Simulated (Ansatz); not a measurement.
# Sn on Zr(0001), ontop start, 2x2 cell: photoemission fingerprints, part 2 of 3

Wanted: core-level shifts and unfolded surface bands for Sn on Zr(0001), ontop start, 2x2 cell. Spin–orbit coupling is left out of the bands throughout.

Ansatz 0.2.0; DFT, PBE, plane-wave PAW, default files, scalar-relativistic.

So far, work function, upper face (eV): step 2 (the clean face) 4.16; step 3 (relaxing the atoms) 4.58.

### 4. Layer-resolved bands, DOS and potential (continued)

A(k,E), bottom over k along the path and E. Zero: Fermi level.

Ten even steps from '_' (0.01 eV⁻¹) to '@' (4.10 eV⁻¹), each cell a mean:
```
____....::::..::--++##########**==::::::--==--------::______
....::----::::::--==**@@@@@@##++--------==--::::::------....
++++==------------++**++++++**++==------::::::::::----++++++
****++--::::::--==++==------========----::..........----++**
----==============--::........::--==--::............::------
======++++**++--::..____________..::----::::::::::::::--====
++==----------..__________________....::::::::::::::::==++++
::------::......__________________......::::::::::::==----::
__....::::........______________..::::::--------------::..__
________..............________..........::--------::..______
__________..........::............................__________
____________..................__........____________________
______________........______........________________________
________________..__..........__..__________________________
__________________....________..____________________________
____________________..........______________________________
____________________________________________________________
____________________________________________________________
____________________________________________________________
____________________________________________________________
____________________________________________________________
____________________________________________________________
```
Columns: k along the path (Å⁻¹) from 0 to 3.07; rows upwards: E (eV) from -7.7 to 1.40.

Peaks of A(k,E) at the labelled points: for each region the eleven nearest the zero at most, each over 6 % of that point's highest, less those above the energy where the solved bands run out; weight and spread sum the levels within three half widths or 0.3 eV, so near peaks share levels. Peaks of the spectral function, the first 40 of 66 rows:

| point | weight on | E (eV) | A (1/eV) | weight near the peak | rms spread of levels (eV) |
| --- | --- | --- | --- | --- | --- |
| K | total | -1.32 | 6.11 | 7.032 | 0.328 |
| K | total | 0.12 | 6.831 | 5.188 | 0.133 |
| K | top | -6.58 | 0.246 | 0.151 | 0 |
| K | top | -1.34 | 0.982 | 1.039 | 0.295 |
| K | top | -1.1 | 0.946 | 1.148 | 0.327 |
| K | top | -0.5 | 0.89 | 1.525 | 0.413 |
| K | top | 0.06 | 1.665 | 1.575 | 0.234 |
| K | middle | -1.78 | 1.402 | 1.919 | 0.222 |
| K | middle | -1.32 | 2.667 | 3.043 | 0.312 |
| K | middle | 0.08 | 1.333 | 0.948 | 0.139 |
| K | bottom | -1.32 | 2.46 | 2.946 | 0.333 |
| K | bottom | -0.76 | 2.224 | 2.227 | 0.258 |
| K | bottom | 0.14 | 3.909 | 2.803 | 0.095 |
| Γ | total | -6.72 | 0.891 | 0.523 | 0 |
| Γ | total | -5.14 | 1.681 | 0.969 | 0 |
| Γ | total | -4.24 | 1.726 | 0.947 | 0 |
| Γ | total | -3.32 | 2.034 | 1.946 | 0.189 |
| Γ | total | -3 | 2.053 | 2.004 | 0.212 |
| Γ | total | -0.08 | 2.616 | 2.908 | 0.293 |
| Γ | total | 0.88 | 10.74 | 11.67 | 0.302 |
| Γ | top | -6.72 | 0.788 | 0.49 | 0 |
| Γ | top | -4.22 | 0.297 | 0.157 | 0 |
| Γ | top | -3.32 | 0.569 | 0.517 | 0.203 |
| Γ | top | -3 | 0.49 | 0.558 | 0.254 |
| Γ | top | -0.92 | 0.194 | 0.14 | 0.313 |
| Γ | top | 0.86 | 2.57 | 2.771 | 0.289 |
| Γ | middle | -5.14 | 0.772 | 0.46 | 0 |
| Γ | middle | -4.24 | 0.555 | 0.303 | 0 |
| Γ | middle | -2.98 | 0.774 | 0.609 | 0.185 |
| Γ | middle | 0.84 | 3.452 | 3.66 | 0.311 |
| Γ | middle | 1.32 | 1.97 | 3.089 | 0.251 |
| Γ | bottom | -5.14 | 0.802 | 0.466 | 0 |
| Γ | bottom | -4.24 | 0.874 | 0.487 | 0 |
| Γ | bottom | -3.32 | 0.983 | 0.835 | 0.179 |
| Γ | bottom | -3.02 | 0.793 | 0.835 | 0.179 |
| Γ | bottom | -0.1 | 1.628 | 1.132 | 0.212 |
| Γ | bottom | 0.92 | 4.843 | 5.218 | 0.302 |
| M | total | -6.72 | 0.282 | 0.159 | 0 |
| M | total | -2.66 | 4.041 | 3.974 | 0.189 |
| M | total | -2.4 | 3.909 | 3.974 | 0.189 |

The DOS has structure finer than the step of the table below, so its rows give means over 1 eV, whole bins alone (the curve runs from -29.3 to 1.18 eV). Peaks (eV: height): total -26.5: 107, -20.8: 33.3; Zr 4d -1.9: 19.0, -0.8: 23.9, 0.3: 26.7, 0.9: 28.0; Zr 5s -4.5: 1.73, -4.0: 3.24, -3.2: 5.50, -2.7: 6.88; Zr 5p* 1.0: 2.12; Sn 5p -1.1: 1.50, -0.4: 1.99.

* holds the states left over by the projection beside any projected weight of its own. The DOS by E, zero at the Fermi level; means over each step; 7 of 8 lines; values in states/eV/cell:

| E (eV) | total | Zr 4d | Zr 5s | Zr 5p* | Sn 5p | Sn 5s | Sn 4d |
| --- | --- | --- | --- | --- | --- | --- | --- |
| -28 | 0.758 | 0.00620 | 0.00475 | 0 | 2.4e-4 | 5.1e-5 | 0 |
| -27 | 76.2 | 0.662 | 0.472 | 0 | 0.0307 | 0.00713 | 0.00418 |
| -26 | 19.0 | 0.0791 | 0.0267 | 0 | 0.00215 | 2.8e-4 | 8.0e-4 |
| -25 | 0 | 0 | 0 | 0 | 0 | 0 | 0 |
| -24 | 0 | 0 | 0 | 0 | 0 | 0 | 0 |
| -23 | 0 | 0 | 0 | 0 | 0 | 0 | 0 |
| -22 | 0 | 0 | 0 | 0 | 0 | 0 | 0 |
| -21 | 9.90 | 0.00830 | 0.00217 | 0.00527 | 0 | 1.7e-5 | 9.88 |
| -20 | 0.103 | 1.0e-4 | 2.3e-5 | 6.6e-5 | 0 | 0 | 0.103 |
| -19 | 0 | 0 | 0 | 0 | 0 | 0 | 0 |
| -18 | 0 | 0 | 0 | 0 | 0 | 0 | 0 |
| -17 | 0 | 0 | 0 | 0 | 0 | 0 | 0 |
| -16 | 0 | 0 | 0 | 0 | 0 | 0 | 0 |
| -15 | 0 | 0 | 0 | 0 | 0 | 0 | 0 |
| -14 | 0 | 0 | 0 | 0 | 0 | 0 | 0 |
| -13 | 0 | 0 | 0 | 0 | 0 | 0 | 0 |
| -12 | 0 | 0 | 0 | 0 | 0 | 0 | 0 |
| -11 | 0 | 0 | 0 | 0 | 0 | 0 | 0 |
| -10 | 0 | 0 | 0 | 0 | 0 | 0 | 0 |
| -9 | 0 | 0 | 0 | 0 | 0 | 0 | 0 |
| -8 | 0 | 0 | 0 | 0 | 0 | 0 | 0 |
| -7 | 1.65 | 0.155 | 0.273 | 0.0169 | 0.0130 | 1.20 | 1.8e-4 |
| -6 | 0.346 | 0.0338 | 0.0527 | 0.00367 | 0.00263 | 0.253 | 3.8e-5 |
| -5 | 0.796 | 0.0129 | 0.749 | 0.0145 | 8.7e-4 | 0.0184 | 0 |
| -4 | 2.33 | 0.182 | 2.02 | 0.0686 | 0.0122 | 0.0463 | 7.4e-5 |
| -3 | 8.96 | 4.26 | 4.33 | 0.214 | 0.103 | 0.0525 | 6.3e-4 |
| -2 | 19.2 | 15.1 | 3.20 | 0.399 | 0.427 | 0.0587 | 0.00160 |
| -1 | 23.3 | 19.8 | 1.44 | 0.774 | 1.24 | 0.101 | 0.00196 |
| 0 | 25.1 | 21.0 | 1.67 | 1.41 | 0.912 | 0.0475 | 9.7e-4 |

Simulated valence spectra by photon energy, shown to 13 eV, since a deeper line would dwarf them at some energies; the 100 % can be that line's tail at the edge; this run's widths, added to any smearing of the DOS itself: Gaussian 0.3 eV, Lorentzian 0.2 eV plus 0.03 an eV of depth. Intensity against binding energy, zero at the Fermi level; values in % of the maximum within 13 eV:

| binding energy (eV) | 21.2 eV | 100 eV | 1253.6 eV | 1486.7 eV | 5414.7 eV |
| --- | --- | --- | --- | --- | --- |
| -1.0 | 2.53 | 3.24 | 3.03 | 3.09 | 3.86 |
| -0.5 | 6.10 | 6.72 | 6.63 | 6.69 | 7.49 |
| 0.0 | 46.1 | 44.6 | 46.8 | 46.8 | 47.2 |
| 0.5 | 90.1 | 92.3 | 90.6 | 90.8 | 93.8 |
| 1.0 | 99.9 | 99.5 | 99.5 | 99.5 | 99.2 |
| 1.5 | 84.3 | 85.6 | 82.1 | 81.9 | 81.4 |
| 2.0 | 76.9 | 76.3 | 78.1 | 78.4 | 87.1 |
| 2.5 | 54.2 | 59.0 | 58.3 | 59.1 | 79.9 |
| 3.0 | 21.0 | 29.1 | 26.3 | 27.4 | 50.9 |
| 3.5 | 6.82 | 14.3 | 11.6 | 12.5 | 31.9 |
| 4.0 | 3.19 | 9.92 | 7.41 | 8.19 | 24.9 |
| 4.5 | 1.68 | 6.39 | 4.64 | 5.17 | 16.0 |
| 5.0 | 1.07 | 5.09 | 3.39 | 3.77 | 11.4 |
| 5.5 | 0.796 | 4.78 | 2.57 | 2.82 | 7.44 |
| 6.0 | 0.871 | 10.3 | 3.99 | 4.43 | 13.5 |
| 6.5 | 2.26 | 45.9 | 14.5 | 16.3 | 57.3 |
| 7.0 | 1.20 | 22.8 | 7.60 | 8.54 | 28.8 |
| 7.5 | 0.444 | 5.95 | 2.56 | 2.83 | 7.77 |
| 8.0 | 0.300 | 3.60 | 1.86 | 2.04 | 4.82 |
| 8.5 | 0.237 | 2.98 | 1.68 | 1.83 | 4.01 |
| 9.0 | 0.197 | 2.80 | 1.64 | 1.79 | 3.74 |
| 9.5 | 0.168 | 2.79 | 1.66 | 1.81 | 3.69 |
| 10.0 | 0.146 | 2.87 | 1.71 | 1.87 | 3.74 |
| 10.5 | 0.129 | 3.02 | 1.79 | 1.95 | 3.86 |
| 11.0 | 0.115 | 3.22 | 1.90 | 2.06 | 4.03 |
| 11.5 | - | 3.48 | 2.02 | 2.20 | 4.25 |
| 12.0 | - | 3.80 | 2.17 | 2.36 | 4.51 |
| 12.5 | - | 4.19 | 2.35 | 2.55 | 4.82 |

Maxima picked by a test of local sharpness, so broad peaks and shoulders can be missing; peaks within 0.45 eV of a curve's cut are left out. Valence peaks, by row:

| photon energy (eV) | binding energy (eV) | height (% of the maximum within 13 eV) | main shell | its share (%) |
| --- | --- | --- | --- | --- |
| 21.2 | 1 | 100 | Zr 4d | 97.95 |
| 100 | 26.8 | 448 | Zr 4p | 97.99 |
| 100 | 20.8 | 1178 | Sn 4d | 99.64 |
| 100 | 6.6 | 51.16 | Sn 5s | 87.41 |
| 100 | 1.1 | 100 | Zr 4d | 80.89 |
| 1254 | 26.75 | 764.8 | Zr 4p | 99.45 |
| 1254 | 20.8 | 361.7 | Sn 4d | 98.02 |
| 1254 | 6.6 | 16.05 | Sn 5s | 76.75 |
| 1254 | 1.9 | 79.04 | Zr 4d | 90.14 |
| 1254 | 0.95 | 100 | Zr 4d | 90.52 |
| 1487 | 26.75 | 883.9 | Zr 4p | 99.52 |
| 1487 | 20.8 | 363.2 | Sn 4d | 97.72 |
| 1487 | 6.6 | 18.11 | Sn 5s | 78.3 |
| 1487 | 1.9 | 79.17 | Zr 4d | 88.48 |
| 1487 | 0.95 | 100 | Zr 4d | 89.08 |
| 5415 | 26.75 | 2295 | Zr 4p | 99.77 |
| 5415 | 20.8 | 326.1 | Sn 4d | 93.43 |
| 5415 | 6.6 | 63.88 | Sn 5s | 87.78 |
| 5415 | 2.1 | 88.02 | Zr 4d | 54 |
| 5415 | 0.9 | 100 | Zr 4d | 64.17 |

The planar mean, electrostatic potential oscillates, so the rows of the table below give means over windows of 1 Å about each position, cut where the curve ends. Its maxima inside the range that stand out by 2 % of the span (Å: eV): 8.9: -0.0935, 11.4: 0.0836, 13.9: -0.804. Its minima: 7.5: -18.1, 10.1: -17.9, 12.8: -17.6, 15.2: -17.6.

From the Fermi level. The planar mean, electrostatic potential by z; means over each step:

| z (Å) | planar mean, electrostatic potential (eV) |
| --- | --- |
| 0 | 4.33 |
| 1 | 4.22 |
| 2 | 4.19 |
| 3 | 4.19 |
| 4 | 4.15 |
| 5 | 3.86 |
| 6 | 1.56 |
| 7 | -10.9 |
| 8 | -10.5 |
| 9 | -2.32 |
| 10 | -15.1 |
| 11 | -4.05 |
| 12 | -6.68 |
| 13 | -13.7 |
| 14 | -2.35 |
| 15 | -14.0 |
| 16 | -6.44 |
| 17 | 1.13 |
| 18 | 2.32 |
| 19 | 4.03 |
| 20 | 4.53 |
| 21 | 4.57 |
| 22 | 4.58 |
| 23 | 4.58 |
| 24 | 4.55 |
| 25 | 4.44 |

Shapes are the site's partial DOS without matrix elements, which overweights lines from ligand s bands. Intensity, Zr L-beta2 against emission energy less the core level's binding energy, zero at the Fermi level; read off at these points:

| emission energy less the core level's binding energy (eV) | intensity, Zr L-beta2 (% of the unpolarised maximum) |
| --- | --- |
| -29.0 | 0.556 |
| -28.0 | 1.07 |
| -27.0 | 1.73 |
| -26.0 | 1.26 |
| -25.0 | 0.679 |
| -24.0 | 0.454 |
| -23.0 | 0.373 |
| -22.0 | 0.350 |
| -21.0 | 0.358 |
| -20.0 | 0.365 |
| -19.0 | 0.382 |
| -18.0 | 0.413 |
| -17.0 | 0.457 |
| -16.0 | 0.514 |
| -15.0 | 0.587 |
| -14.0 | 0.679 |
| -13.0 | 0.798 |
| -12.0 | 0.955 |
| -11.0 | 1.17 |
| -10.0 | 1.46 |
| -9.0 | 1.90 |
| -8.0 | 2.61 |
| -7.0 | 3.89 |
| -6.0 | 5.55 |
| -5.0 | 8.93 |
| -4.0 | 18.1 |
| -3.0 | 44.8 |
| -2.0 | 84.7 |
| -1.1 | 99.9 |
| -1.0 | 99.7 |
| 0.0 | 64.4 |
| 1.0 | 23.0 |

Window up to 1.2 eV. Shell moments, by row:

| element | shell | occupied states an atom | centre of occupied part (eV) | rms width of occupied part (eV) | centre up to the window's top (eV) | rms width up to the window's top (eV) |
| --- | --- | --- | --- | --- | --- | --- |
| Sn | 5s | 1.756 | -5.953 | 2.239 | -5.805 | 2.414 |
| Sn | 5p | 2.451 | -1.459 | 3.098 | -0.7697 | 2.78 |
| Sn | 4d | 9.994 | -20.79 | 0.4623 | -20.79 | 0.5249 |
| Zr | 5s | 0.8385 | -3.613 | 4.801 | -3.045 | 4.697 |
| Zr | 4p | 5.918 | -26.8 | 0.3149 | -26.8 | 0.3149 |
| Zr | 5p* | 0.1279 | -1.399 | 1.533 | -0.283 | 1.489 |
| Zr | 4d | 3.1 | -1.731 | 3.243 | -0.7968 | 2.796 |

Recipe: projected DOS times atomic cross section and asymmetry factor (linear light, 54.7° from the polarisation), occupied states only, Fermi edge at 300 K, a Lorentzian width of 0.2 eV growing by 0.03 eV per eV of binding energy, and a resolution of 0.3 eV. Each atom is damped by exp[−depth/(λ cos θ)], θ = 60° from the normal, λ from the universal curve. Curves are cut 10 eV under the photon energy, above any shell that the free atom's threshold puts out of reach, or at the lower edge of the window: 11.2 eV at 21.2 eV, 29.4 eV at 100 eV, 29.4 eV at 1253.6 eV, 29.4 eV at 1486.7 eV and 29.4 eV at 5414.7 eV. A star in tables and legends marks shells that hold the states left over by the projection (0.7 % of the filled ones), a stand-in for orbitals that the files don't project on. Matrix elements of the solid and inelastic losses aren't modelled, nor non-dipole terms, which matter above 3 keV.

How the area divides among the shells (%):

| shell | 21.2 eV | 100 eV | 1253.6 eV | 1486.7 eV | 5414.7 eV |
| --- | --- | --- | --- | --- | --- |
| Sn 5s | 0.0 | 1.7 | 0.6 | 0.6 | 1.1 |
| Sn 5p | 1.6 | 0.8 | 0.5 | 0.5 | 0.6 |
| Sn 4d | 0.0 | 58.8 | 22.3 | 20.2 | 8.2 |
| Zr 5s | 0.2 | 1.0 | 0.9 | 1.0 | 2.1 |
| Zr 4p | 0.0 | 30.4 | 65.6 | 68.6 | 84.7 |
| Zr 4d | 98.1 | 7.3 | 10.1 | 9.0 | 3.1 |

Cross sections used, in Mb an electron:

| shell | 21.2 eV | 100 eV | 1253.6 eV | 1486.7 eV | 5414.7 eV |
| --- | --- | --- | --- | --- | --- |
| Sn 5s | 0.0091 | 0.032 | 8.3e-4 | 6.1e-4 | 5.4e-5 |
| Sn 5p | 0.64 | 0.012 | 5.1e-4 | 3.7e-4 | 2.2e-5 |
| Sn 4d | - | 0.20 | 0.0057 | 0.0037 | 7.0e-5 |
| Zr 5s | 0.033 | 0.016 | 3.0e-4 | 2.2e-4 | 1.8e-5 |
| Zr 4p | - | 0.067 | 0.0033 | 0.0024 | 1.1e-4 |
| Zr 4d | 5.5 | 0.029 | 9.3e-4 | 5.6e-4 | 6.9e-6 |

Regions along c: top from 14.5 to 21.5 Å, middle from 10.7 to 14.5 Å, bottom from 3.5 to 10.7 Å.

The largest force component on a free atom is 0.019 eV/Å, so the atoms are at rest for these settings too. At the Fermi level the DOS is 22.53 states/eV a cell, and on the broadened curves Zr 4d holds 86 % of the total there.

### 5. Z+1 stand-in on atom 2

System of this step: Zr15NbSn. The cell holds 17 atoms: 1 Sn, 1 Nb and 15 Zr. Cell: a = 6.460 Å, b = 6.460 Å, c = 25.305 Å, α = 90.0°, β = 90.0°, γ = 60.0°. It derives from Zr. Regions: ad, 1 atom (1 Sn); L1, 4 atoms (1 Nb and 3 Zr); L2, 4 atoms (4 Zr); L3, 4 atoms (4 Zr); rest, 4 atoms (4 Zr). Vacuum lies along c.

An atom with a screened core hole acts much like the next element, so total energies with that element on different sites give core-level shifts.

input.yaml

```yaml
crystal:
  lattice:
    - [6.46, 0.0, 0.0]
    - [3.23, 5.5945241084, 0.0]
    - [0.0, 0.0, 25.305]
  atoms:
    - { symbol: Sn, position: [0.3300328715, -0.1648945932, 0.6931355644] }
    - { symbol: Nb, position: [0.0090396434, -0.0042176514, 0.5996376517] }
    - { symbol: Zr, position: [0.4917065458, -0.004250038, 0.5998125966] }
    - { symbol: Zr, position: [-0.0026389413, 0.5016527623, 0.6084423502] }
    - { symbol: Zr, position: [0.4916102371, 0.5131595436, 0.59989732] }
    - { symbol: Zr, position: [0.8343735509, 0.3382722407, 0.5046022977] }
    - { symbol: Zr, position: [0.3239716074, 0.3382688482, 0.504614342] }
    - { symbol: Zr, position: [0.8342406019, 0.8277703031, 0.5045958288] }
    - { symbol: Zr, position: [0.331458841, 0.8344346429, 0.4987457889] }
    - { symbol: Zr, position: [0.0, 0.0, 0.398537838] }
    - { symbol: Zr, position: [0.5, 0.0, 0.398537838] }
    - { symbol: Zr, position: [0.0, 0.5, 0.398537838] }
    - { symbol: Zr, position: [0.5, 0.5, 0.398537838] }
    - { symbol: Zr, position: [0.833333333, 0.333333333, 0.296384114] }
    - { symbol: Zr, position: [0.333333333, 0.333333333, 0.296384114] }
    - { symbol: Zr, position: [0.833333333, 0.833333333, 0.296384114] }
    - { symbol: Zr, position: [0.333333333, 0.833333333, 0.296384114] }
kpoints:
  mp_grid: { grid: [6, 6, 1] }
scf:
  occupations: { method: fermi_dirac, width: 0.05 }
  n_extra_bands: 16
hamiltonian:
  xc: pbe
  pseudopotentials: { kind: paw }
output:
  forces: true
  write_potential: true
  volumetric_format: []
efield:
  axis: 3
  dipole_correction: true
```

Started as:

```console
$ ansatz run input.yaml --threads 8 --pin off --max-ram 20480MiB --backend cpu --events-out ev --progress --plain --runs-dir out
```

Wall time 54 s (8 threads of Arm Neoverse V1, shared host); peak memory 4.7 GiB; 7.2 min of CPU time.

This step gave:

- free energy: -73326.8522 eV
- energy at zero smearing: -73326.7550 eV
- smearing term TS: 0.1945 eV
- Fermi energy: 3.655 eV

### 6. Z+1 stand-in on atom 4

System of this step: Zr15NbSn. The cell holds 17 atoms: 1 Sn, 15 Zr and 1 Nb. Cell: a = 6.460 Å, b = 6.460 Å, c = 25.305 Å, α = 90.0°, β = 90.0°, γ = 60.0°. It derives from Zr. Regions: ad, 1 atom (1 Sn); L1, 4 atoms (3 Zr and 1 Nb); L2, 4 atoms (4 Zr); L3, 4 atoms (4 Zr); rest, 4 atoms (4 Zr). Vacuum lies along c.

The same swap on atom 4.

Changes to input.yaml since step 5:

```diff
@@ -7,5 +7,5 @@
     - { symbol: Sn, position: [0.3300328715, -0.1648945932, 0.6931355644] }
-    - { symbol: Nb, position: [0.0090396434, -0.0042176514, 0.5996376517] }
+    - { symbol: Zr, position: [0.0090396434, -0.0042176514, 0.5996376517] }
     - { symbol: Zr, position: [0.4917065458, -0.004250038, 0.5998125966] }
-    - { symbol: Zr, position: [-0.0026389413, 0.5016527623, 0.6084423502] }
+    - { symbol: Nb, position: [-0.0026389413, 0.5016527623, 0.6084423502] }
     - { symbol: Zr, position: [0.4916102371, 0.5131595436, 0.59989732] }
```

Elapsed: 61 s, on 8 threads; peak memory 4.8 GiB; 8 min of CPU time.

This step gave:

| Quantity | Value |
| --- | --- |
| free energy | -73326.4308 eV |
| energy at zero smearing | -73326.3312 eV |
| smearing term TS | 0.1993 eV |
| Fermi energy | 3.618 eV |

[end of part 2 of 3]

[Logs are printed without paths, hosts, clocks, repeated set-up lines and the standing remarks that a program may print on its own settings, such as how far it seeks lower states.]

[Hosts, paths, dates, database ids (printed as entryN), source tags and the programs' standing remarks are cut or masked in the printed files.]

[Maps of the electrostatic potential energy from Ansatz leave out the sawtooth potential of an applied field or a dipole correction, so their vacuum need not be flat; work functions include it.]
